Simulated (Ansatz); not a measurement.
# Li on Pd(111): change of the work function, part 2 of 3

Wanted: Δφ(θ) for Li/Pd(111), starting from the fcc site.

Ansatz 0.2.0; plane-wave DFT, PBE, Ansatz PAW.

So far, work function, upper face (eV): step 2 (the clean slab) 5.27.

## Step 3: The covered slab, k-mesh 6×6×1, coverage 0.25 ML

System of this step: Li/Pd(111). The cell holds 17 atoms: 16 Pd and 1 Li. Cell: a = 5.501 Å, b = 5.501 Å, c = 27.089 Å, α = 90.0°, β = 90.0°, γ = 60.0°. Vacuum lies along c.

The clean slab as it ended is repeated in the plane and the adsorbate is set on one face; the cell's size fixes the coverage, and the k-mesh shrinks with it to keep the sampling density about even. Adsorbate and upper layers relax, since the dipole depends on the height.

Contents of input.yaml:

```yaml
crystal:
  lattice:
    - [5.5012907577, 0.0, 0.0]
    - [2.7506453788, 4.7642575497, 0.0]
    - [0.0, 0.0, 27.0888449073]
  atoms:
    - { symbol: Pd, position: [0.0, 0.0, 0.33224008] }
    - { symbol: Pd, position: [0.1666666667, 0.1666666667, 0.4151484711] }
    - { symbol: Pd, position: [0.3333333333, 0.3333333333, 0.4998324895] }
    - { symbol: Pd, position: [0.0, 0.0, 0.5848761879] }
    - { symbol: Pd, position: [0.0, 0.5, 0.33224008] }
    - { symbol: Pd, position: [0.1666666667, 0.6666666667, 0.4151484711] }
    - { symbol: Pd, position: [0.3333333333, 0.8333333333, 0.4998324895] }
    - { symbol: Pd, position: [0.0, 0.5, 0.5848761879] }
    - { symbol: Pd, position: [0.5, 0.0, 0.33224008] }
    - { symbol: Pd, position: [0.6666666667, 0.1666666667, 0.4151484711] }
    - { symbol: Pd, position: [0.8333333333, 0.3333333333, 0.4998324895] }
    - { symbol: Pd, position: [0.5, 0.0, 0.5848761879] }
    - { symbol: Pd, position: [0.5, 0.5, 0.33224008] }
    - { symbol: Pd, position: [0.6666666667, 0.6666666667, 0.4151484711] }
    - { symbol: Pd, position: [0.8333333333, 0.8333333333, 0.4998324895] }
    - { symbol: Pd, position: [0.5, 0.5, 0.5848761879] }
    - { symbol: Li, position: [0.1666666667, 0.1666666667, 0.66775992] }
kpoints:
  mp_grid: { grid: [6, 6, 1] }
hamiltonian:
  xc: pbe
scf:
  occupations: { method: fermi_dirac, width: 0.1 }
  convergence: { dr2_threshold: 1.0e-08 }
efield:
  axis: 3
  dipole_correction: true
  ramp_position: 0.97
  ramp_width: 0.06
relax:
  f_tol: 0.02
  max_steps: 60
  constraints: [{ sites: [0, 1, 4, 5, 8, 9, 12, 13] }]
output:
  dos: { projected: true, e_range: [-8, 4] }
  write_potential: true
  write_density: true
  volumetric_format: npy
  elf: true
```

Started as:

```bash
> ansatz run input.yaml --threads 4 --pin off --max-ram 6144MiB --backend cpu --events-out ev --progress --plain --runs-dir out
```

Numbers of over 12 decimals in the logs are rounded to 6 here.

The program printed:

```text
[...]
Crystal: 17 atoms, lattice volume = 709.987 Å³
Basis set: ecut = 420 eV, 13861 PW (Γ), exchange–correlation on 80×80×384 points (8 copies of the dense FFT grid, shifted against one another)
Bands: 175, of which v1, the nominal top of the filled ones, is band 146 counted from 1 (145 counted from 0)
Symmetry: 6 space group operations
[...]
k-points: 7 of 36 (time reversal used)
[...]
SCF iter   1: F=—  HF=-111767.601251 eV  |F-HF|=—  |Δ(HF+E_count)|=         —  Δρ=1.06e-2  dr2=6.88e0  ethr=1.77e-3  p=0.502 e·Å  D=1.28e-1 V/Å  ΔV_dip=-3.47 eV  dr2_dipole=1.25e-2  V_vac-E_F(+/−)=1.42/4.89 eV  ⟨swp⟩=7.0  Hψ=4881  notcnv=0  defer=54
[...]
SCF iter  12: F=-111767.433736 eV  HF=-111767.433736 eV  |F-HF|=1.95e-8  |Δ(HF+E_count)|=   1.03e-7  Δρ=3.96e-7  dr2=3.20e-9  ethr=3.44e-12  p=0.475 e·Å  D=1.21e-1 V/Å  ΔV_dip=-3.28 eV  dr2_dipole=4.88e-13  V_vac-E_F(+/−)=1.97/5.25 eV  ⟨swp⟩=14.7  Hψ=9190  notcnv=0
SCF 1 converged in 12 iterations: F = -111767.433736 eV  dr2 = 3.20e-9
[...]
relax step   1: F+E_penalty+E_count = -111767.43373572 eV  Δ(F+E_penalty+E_count) = +0.000e0 eV  max|allowed force component| = 8.813e-1 eV/Å  Δτ_max = 0.0000 Å  (12 SCF iters, accepted)
[...]
SCF iter   1: F=—  HF=-111767.593663 eV  |F-HF|=—  |Δ(HF+E_count)|=         —  Δρ=4.12e-3  dr2=1.00e0  ethr=3.01e-4  p=0.475 e·Å  D=1.21e-1 V/Å  ΔV_dip=-3.28 eV  dr2_dipole=3.74e-1  V_vac-E_F(+/−)=1.99/5.27 eV  ⟨swp⟩=1.0  Hψ=3914  notcnv=0  defer=84
[...]
eigensolver tolerance schedule calibrated: the retry pair's looser diagonalisation under-reported the residual by θ = 0.13 (0.13/decade); ethr = c·dr2/N_el runs at the constant in force after the calibration composes with the one it found (an armed cap, an earlier calibration), c = 6.3e-2
[...]
SCF iter   2: F=—  HF=-111767.592908 eV  |F-HF|=—  |Δ(HF+E_count)|=   7.55e-4  Δρ=2.28e-3  dr2=1.01e-1  ethr=2.16e-4  p=0.431 e·Å  D=1.10e-1 V/Å  ΔV_dip=-2.97 eV  dr2_dipole=1.53e-2  V_vac-E_F(+/−)=2.28/5.25 eV  ⟨swp⟩=2.1  Hψ=1762  notcnv=0  defer=84
[...]
SCF iter  12: F=-111767.578282 eV  HF=-111767.578282 eV  |F-HF|=3.41e-9  |Δ(HF+E_count)|=   2.96e-8  Δρ=4.86e-7  dr2=3.63e-9  ethr=2.15e-12  p=0.420 e·Å  D=1.07e-1 V/Å  ΔV_dip=-2.90 eV  dr2_dipole=4.02e-11  V_vac-E_F(+/−)=2.36/5.25 eV  ⟨swp⟩=13.4  Hψ=7873  notcnv=0
SCF 2 converged in 12 iterations: F = -111767.578282 eV  dr2 = 3.63e-9
relax step   2: F+E_penalty+E_count = -111767.57828216 eV  Δ(F+E_penalty+E_count) = -1.445e-1 eV  max|allowed force component| = 2.688e-1 eV/Å  Δτ_max = 0.1949 Å  (12 SCF iters, accepted)
SCF iter   1: F=—  HF=-111767.599842 eV  |F-HF|=—  |Δ(HF+E_count)|=         —  Δρ=2.36e-3  dr2=1.56e-1  ethr=1.23e-3  p=0.420 e·Å  D=1.07e-1 V/Å  ΔV_dip=-2.90 eV  dr2_dipole=4.48e-2  V_vac-E_F(+/−)=2.36/5.26 eV  ⟨swp⟩=3.3  Hψ=2262  notcnv=0  defer=88
[...]
SCF iter  12: F=-111767.593979 eV  HF=-111767.593979 eV  |F-HF|=2.42e-9  |Δ(HF+E_count)|=   1.15e-8  Δρ=4.09e-7  dr2=3.32e-9  ethr=3.44e-12  p=0.392 e·Å  D=9.99e-2 V/Å  ΔV_dip=-2.71 eV  dr2_dipole=2.18e-11  V_vac-E_F(+/−)=2.55/5.26 eV  ⟨swp⟩=8.7  Hψ=6997  notcnv=0
SCF 3 converged in 12 iterations: F = -111767.593979 eV  dr2 = 3.32e-9
relax step   3: F+E_penalty+E_count = -111767.59397945 eV  Δ(F+E_penalty+E_count) = -1.570e-2 eV  max|allowed force component| = 5.068e-2 eV/Å  Δτ_max = 0.1140 Å  (12 SCF iters, accepted)
SCF iter   1: F=—  HF=-111767.594461 eV  |F-HF|=—  |Δ(HF+E_count)|=         —  Δρ=5.80e-4  dr2=3.01e-3  ethr=1.63e-5  p=0.392 e·Å  D=9.99e-2 V/Å  ΔV_dip=-2.71 eV  dr2_dipole=1.08e-4  V_vac-E_F(+/−)=2.55/5.26 eV  ⟨swp⟩=2.0  Hψ=2156  notcnv=0  defer=87
[...]
SCF iter  10: F=-111767.594832 eV  HF=-111767.594832 eV  |F-HF|=5.52e-9  |Δ(HF+E_count)|=   1.58e-8  Δρ=4.75e-7  dr2=4.01e-9  ethr=3.44e-12  p=0.394 e·Å  D=1.00e-1 V/Å  ΔV_dip=-2.72 eV  dr2_dipole=2.29e-11  V_vac-E_F(+/−)=2.54/5.25 eV  ⟨swp⟩=11.1  Hψ=7588  notcnv=0
SCF 4 converged in 10 iterations: F = -111767.594832 eV  dr2 = 4.01e-9
relax step   4: F+E_penalty+E_count = -111767.59483221 eV  Δ(F+E_penalty+E_count) = -8.528e-4 eV  max|allowed force component| = 1.067e-2 eV/Å  Δτ_max = 0.0155 Å  (10 SCF iters, accepted)
NSCF: frozen V_eff on 7 k-points
[...]
WARN: The output density's exchange-correlation potential varies sharply where the density is thin. Do not read a vacuum level from v_tot or v_xc, or from such a field of the output density. On a cell that repeats whose density bears no net charge and no dipole along the vacuum's axis use v_es (v_loc + v_h of the components); under efield.dipole_correction with no amplitude use v_es + v_field, which holds any externa [...]
SCF converged after 10 iterations
Free energy (F): -111767.594832 eV
[...]
Internal energy: -111766.561228 eV  (E = F + TS)
E sigma→0 (E₀):  -111767.078030 eV
Entropy (-TS):   -1.033604 eV (-60.800 meV/atom)
Fermi energy:    4.108579 eV
Dipole field:    D = 0.100361 V/Å  (p = 0.393780 e·Å, saw-weighted, corrected)
Work function:   Φ+ = 2.5358 eV   Φ− = 5.2545 eV
[...]
--- Forces (eV/Å), atoms counted from 1 ---
  atom   1  Pd     0.00281536     0.00162545    -0.30446960
  atom   2  Pd     0.00000000     0.00000000     0.36391041
  atom   3  Pd     0.00159056     0.00091831     0.00528373
  atom   4  Pd    -0.00374830    -0.00216408    -0.00921449
  atom   5  Pd     0.00000000    -0.00325090    -0.30446960
  atom   6  Pd     0.03758874    -0.02170187     0.27919743
  atom   7  Pd     0.00000000    -0.00183662     0.00528373
  atom   8  Pd    -0.00000000     0.00432817    -0.00921449
  atom   9  Pd    -0.00281536     0.00162545    -0.30446960
  atom  10  Pd    -0.00000000     0.04340374     0.27919743
  atom  11  Pd    -0.00159056     0.00091831     0.00528373
  atom  12  Pd     0.00374830    -0.00216408    -0.00921449
  atom  13  Pd    -0.00000000    -0.00000000    -0.29135759
  atom  14  Pd    -0.03758874    -0.02170187     0.27919743
  atom  15  Pd     0.00000000     0.00000000     0.00011188
  atom  16  Pd     0.00000000    -0.00000000     0.00427211
  atom  17  Li    -0.00000000    -0.00000000     0.01067355
  max |Σ_I F_I| component: 1.54e-6 eV/Å
--- Band table (eV; the first three rows and the last of 7) ---
  k-point 0: bands = [... 142 lower, 4.2819, 4.4187, 4.4302, 4.4302, 4.4508, 4.4508, 4.4538, 5.1497, ... 25 higher]
  k-point 1: bands = [... 142 lower, 4.1428, 4.1467, 4.2218, 4.2673, 4.2784, 4.2874, 4.6162, 4.8213, ... 25 higher]
  k-point 2: bands = [... 142 lower, 3.8629, 4.0205, 4.0241, 4.0487, 4.0722, 4.0764, 4.2614, 4.2679, ... 25 higher]
  k-point 6: bands = [... 142 lower, 3.8573, 3.8691, 3.8719, 3.9113, 3.9427, 3.9447, 3.9462, 3.9669, ... 25 higher]
--- Relaxed structure (4 steps of the walk, 4 accepted, 0 SCFs on fresh bases) ---
  F+E_penalty+E_count = -111767.59483221 eV   max|allowed force component| = 1.067e-2 eV/Å
  atoms:
    - { symbol: Pd, position: [-1.7959490104491818e-17, -1.7959490104491815e-17, 0.33224008] }
    - { symbol: Pd, position: [0.166667, 0.166667, 0.4151484711] }
    - { symbol: Pd, position: [0.333769, 0.333769, 0.500492] }
    - { symbol: Pd, position: [-0.00170282, -0.00170282, 0.585263] }
    - { symbol: Pd, position: [0.0, 0.500000, 0.33224008] }
    - { symbol: Pd, position: [0.166667, 0.666667, 0.4151484711] }
    - { symbol: Pd, position: [0.333769, 0.832462, 0.500492] }
    - { symbol: Pd, position: [-0.00170282, 0.503406, 0.585263] }
    - { symbol: Pd, position: [0.500000, -1.7959490104895715e-17, 0.33224008] }
    - { symbol: Pd, position: [0.666667, 0.166667, 0.4151484711] }
    - { symbol: Pd, position: [0.832462, 0.333769, 0.500492] }
    - { symbol: Pd, position: [0.503406, -0.00170282, 0.585263] }
    - { symbol: Pd, position: [0.5, 0.500000, 0.33224008] }
    - { symbol: Pd, position: [0.666667, 0.666667, 0.4151484711] }
    - { symbol: Pd, position: [0.833333, 0.833333, 0.499137] }
    - { symbol: Pd, position: [0.5, 0.500000, 0.588124] }
    - { symbol: Li, position: [0.166667, 0.166667, 0.656839] }
```

Run time: 2 min. Hardware: 4 threads of Arm Neoverse V1, shared host; peak memory 2.9 GiB.

The steps of the relaxation:

```
step  energy less that of the first step (eV)  largest force component (eV/Å)
   1                                   0.0000                          0.8813
   2                                  -0.1445                          0.2688
   3                                  -0.1602                          0.0507
   4                                  -0.1611                          0.0107
```

Forces are held to the 6 operations that the run works with; a distortion that breaks them can't arise in this run.

The atoms that moved most (Å):

| atom | dx | dy | dz | length |
| --- | --- | --- | --- | --- |
| Li17 | 0.000 | 0.000 | -0.296 | 0.296 |
| Pd16 | 0.000 | 0.000 | 0.088 | 0.088 |
| Pd4 | -0.014 | -0.008 | 0.010 | 0.019 |
| Pd12 | 0.014 | -0.008 | 0.010 | 0.019 |
| Pd8 | 0.000 | 0.016 | 0.010 | 0.019 |
| Pd15 | 0.000 | 0.000 | -0.019 | 0.019 |
| Pd7 | 0.000 | -0.004 | 0.018 | 0.018 |
| Pd11 | -0.004 | 0.002 | 0.018 | 0.018 |

The relaxed structure:

```
Pd Li
1.0
     5.50129    0.00000    0.00000
     2.75065    4.76426    0.00000
     0.00000    0.00000   27.08884
Pd Li
16 1
Direct
  0.00000 0.00000 0.33224
  0.16667 0.16667 0.41515
  0.33377 0.33377 0.50049
  0.99830 0.99830 0.58526
  0.00000 0.50000 0.33224
  0.16667 0.66667 0.41515
  0.33377 0.83246 0.50049
  0.99830 0.50341 0.58526
  0.50000 0.00000 0.33224
  0.66667 0.16667 0.41515
  0.83246 0.33377 0.50049
  0.50341 0.99830 0.58526
  0.50000 0.50000 0.33224
  0.66667 0.66667 0.41515
  0.83333 0.83333 0.49914
  0.50000 0.50000 0.58812
  0.16667 0.16667 0.65684
```

This step gave:

```yaml
energy_at_zero_smearing: -111767.0780 eV
work_function_upper_face: 2.536 eV
work_function_lower_face: 5.255 eV
dipole_along_the_normal: 0.3938 e·Å
step_between_the_vacuum_levels: -2.719 eV
```

Running mean over 2.246 Å of the planar mean; the ramp of the sawtooth is left out. The electron's electrostatic potential energy less the Fermi level by z:

```csv
z (Å),electron's electrostatic potential energy less the Fermi level (eV)
3.5,5.25
4.0,5.25
4.5,5.25
5.0,5.25
5.5,5.24
6.0,5.20
6.5,5.04
7.0,4.39
7.5,1.80
8.0,-3.10
8.5,-7.02
9.0,-8.25
9.5,-8.43
10.0,-8.48
10.5,-8.51
11.0,-8.55
11.5,-8.48
12.0,-8.17
12.5,-8.02
13.0,-8.28
13.5,-8.47
14.0,-8.23
14.5,-7.76
15.0,-7.78
15.5,-8.17
16.0,-8.16
16.5,-6.83
17.0,-3.09
17.5,0.726
18.0,2.02
18.5,2.08
19.0,2.24
19.5,2.43
20.0,2.49
20.5,2.52
21.0,2.53
21.5,2.53
22.0,2.53
22.5,2.54
23.0,2.54
23.5,2.54
```

The density of states has structure finer than the step of the table below, so its rows give means over 0.25 eV, whole bins alone (the curve runs from -8 to 1.98 eV). Peaks (eV: height): -2.680: 49.2, -2.470: 53.0, -2.380: 70.8, -2.260: 62.2, -2.200: 58.4, -1.650: 73.2, -0.150: 66.3.

Density of states against energy, zero at the Fermi level; means over each step:

```csv
energy (eV),density of states (states/eV a cell)
-6.75,0
-6.50,0.510
-6.25,0.965
-6.00,1.06
-5.75,1.12
-5.50,1.90
-5.25,3.14
-5.00,5.31
-4.75,19.0
-4.50,27.9
-4.25,37.3
-4.00,27.4
-3.75,29.9
-3.50,22.2
-3.25,23.8
-3.00,28.5
-2.75,33.8
-2.50,42.5
-2.25,45.0
-2.00,36.1
-1.75,29.3
-1.50,33.5
-1.25,25.6
-1.00,37.3
-0.75,38.8
-0.50,29.2
-0.25,46.0
0.00,34.6
0.25,8.97
0.50,6.38
0.75,3.79
1.00,2.83
1.25,8.49
1.50,4.63
1.75,3.48
```

Projected DOS per atom over height of the atomic layer and energy from the Fermi level. Layers: Pd4 Pd4 Pd4 Pd4 Li from below.

Values in states/eV, 22 rows by 5 columns, each cell a mean:
```
0.03 0.02 0.02 0.03 0.29
0.09 0.07 0.08 0.11 0.44
0.05 0.06 0.07 0.06 0.09
0.30 0.27 0.26 0.27 0.30
2.18 2.43 2.32 1.63 0.23
2.16 1.82 1.77 2.18 0.15
2.59 1.68 1.94 2.62 0.24
2.04 1.52 1.83 2.11 0.18
2.22 1.29 1.40 2.34 0.25
2.85 2.57 2.43 2.81 0.19
1.92 2.10 1.99 2.04 0.12
1.22 1.37 1.51 1.49 0.05
1.60 1.49 1.72 1.82 0.05
1.59 2.47 2.23 1.53 0.12
0.79 2.20 1.90 0.63 0.21
0.13 0.40 0.30 0.10 0.18
0.02 0.03 0.03 0.02 0.09
0.01 0.00 0.00 0.01 0.04
0.00 0.00 0.00 0.00 0.03
0.00 0.00 0.00 0.00 0.00
0.00 0.00 0.00 0.00 0.00
0.00 0.00 0.00 0.00 0.00
```
Columns: height of the atomic layer (Å) from 9 to 17.8 (not evenly spaced); rows upwards: energy from the Fermi level (eV) from -7.96 to 1.95.

Electrostatic potential energy in the ca plane at fractional y = 0.167, with atoms of Pd and Li within 0.2 Å of it. With pseudopotentials it is smooth inside the atoms' cores, unlike the true potential.

Ten even steps from '0' (-34 eV) to '9' (8 eV), each cell a mean:
```
34689988999853579864479999999999999999999999
34789988899853579864479999999999999999999999
66898643689876789986789999999999999999999999
88997200169988899998899999999999999999999999
99996000048999999999999999999999999999999999
99996100058999999999999999999999999999999999
77898411379987899987889999999999999999999999
45789877899864689875579999999999999999999999
33689988999743479863479999999999999999999999
55789866899864689875689988899999999999999999
78898411379987899988889866789999999999999999
99996000058999999999999621478999999999999999
99996000048999999999998610378999999999999999
88997200169998999998899743588999999999999999
66898743689876789986789887889999999999999999
```
Columns run along c (16.0 Å, from fractional 0.33 to 0.92 of the cell; values clipped at the 3rd and 97th percentile), rows up along a (5.5 Å). Atoms in or near the plane, at fractional coordinates: Pd at (0.42, 0.17), Pd at (0.42, 0.67), Li at (0.66, 0.17).

ELF in the ca plane at fractional y = 0.167, with atoms of Pd and Li within 0.2 Å of it. It is the smooth field of the valence electrons, not physical close to the nuclei.

Ten even steps from '0' (0.00 × 1e-1) to '9' (9.83 × 1e-1), each cell a mean:
```
43221122111234321233332321000000000000000000
43221122211234321233332222110000000000000000
22211234321223221122222221110000000000000000
22222455431222111112222111100000000000000000
22222533531222111112222111000000000000000000
22222544531222111112222111000000000000000000
22212355421122211122222111100000000000000000
33211222211233321223322222110000000000000000
44321122111234321234432222110000000000000000
33211222211233321223322210000000000000000000
22112344421222211112222112100000000000000000
22222544531222111112222169700000000000000000
22222533531222111112232189910000000000000000
22222455531222111112222036400000000000000000
32211234321222211122222100000000000000000000
```
Columns run along c (16.0 Å, from fractional 0.33 to 0.92 of the cell), rows up along a (5.5 Å). Atoms in or near the plane, at fractional coordinates: Pd at (0.42, 0.17), Pd at (0.42, 0.67), Li at (0.66, 0.17).

Valence density in the ca plane at fractional y = 0.167, with atoms of Pd and Li within 0.2 Å of it. It is the smooth field of the valence electrons, not physical close to the nuclei.

Ten steps, logarithmic in the rise over the least value, from '0' (0 e/Å³) to '9' (13 e/Å³), each cell a mean:
```
55422222222355532345542100000000000000000000
55422233222355532245532100000000000000000000
44322456432234322234431100000000000000000000
22223689742222221122221000000000000000000000
22224899852222211112211000000000000000000000
22224799852222211122211000000000000000000000
33223577632233321223321000000000000000000000
55322334322345432245532100000000000000000000
55422222222356532345542100000000000000000000
54322344322345432234432100000000000000000000
33223577632233321223321123100000000000000000
22224799852222211122221267400000000000000000
22224899852222211112221378500000000000000000
22223689742222221122221145200000000000000000
44322455422234322234432110000000000000000000
```
Columns run along c (16.0 Å, from fractional 0.33 to 0.92 of the cell), rows up along a (5.5 Å). Atoms in or near the plane, at fractional coordinates: Pd at (0.42, 0.17), Pd at (0.42, 0.67), Li at (0.66, 0.17).

The relaxation took 4 steps and lowered the energy by 0.16 eV; the largest force on the free atoms ends at 0.011 eV/Å.

By hand: a sheet of dipoles makes a step −p/(ε₀A) in the electron's potential. With e/ε₀ = 180.95 V·Å, p = 0.3938 e·Å and A = 26.21 Å², that is −180.95 × (0.3938) / 26.21 = -2.719 eV, and the two vacuum levels of the run differ by -2.719 eV.

The covered face has 2.54 eV, -2.73 eV against the clean one; the bare back face has moved by +0.01 eV, a measure of how thin the slab is.

[end of part 2 of 3]

[Logs are printed without paths, hosts, clocks, repeated set-up lines and the standing remarks that a program may print on its own settings, such as how far it seeks lower states.]

[Hosts, paths, dates, database ids (printed as entryN), source tags and the programs' standing remarks are cut or masked in the printed files.]

[Maps of the electrostatic potential energy from Ansatz leave out the sawtooth potential of an applied field or a dipole correction, so their vacuum need not be flat; planar profiles and work functions include it.]

[The density of states shown here was stored with 400 of the rows of the run's finer table, so its peaks can read low, often by over a quarter, or be missed, and its means over a window can be off by a tenth or more.]
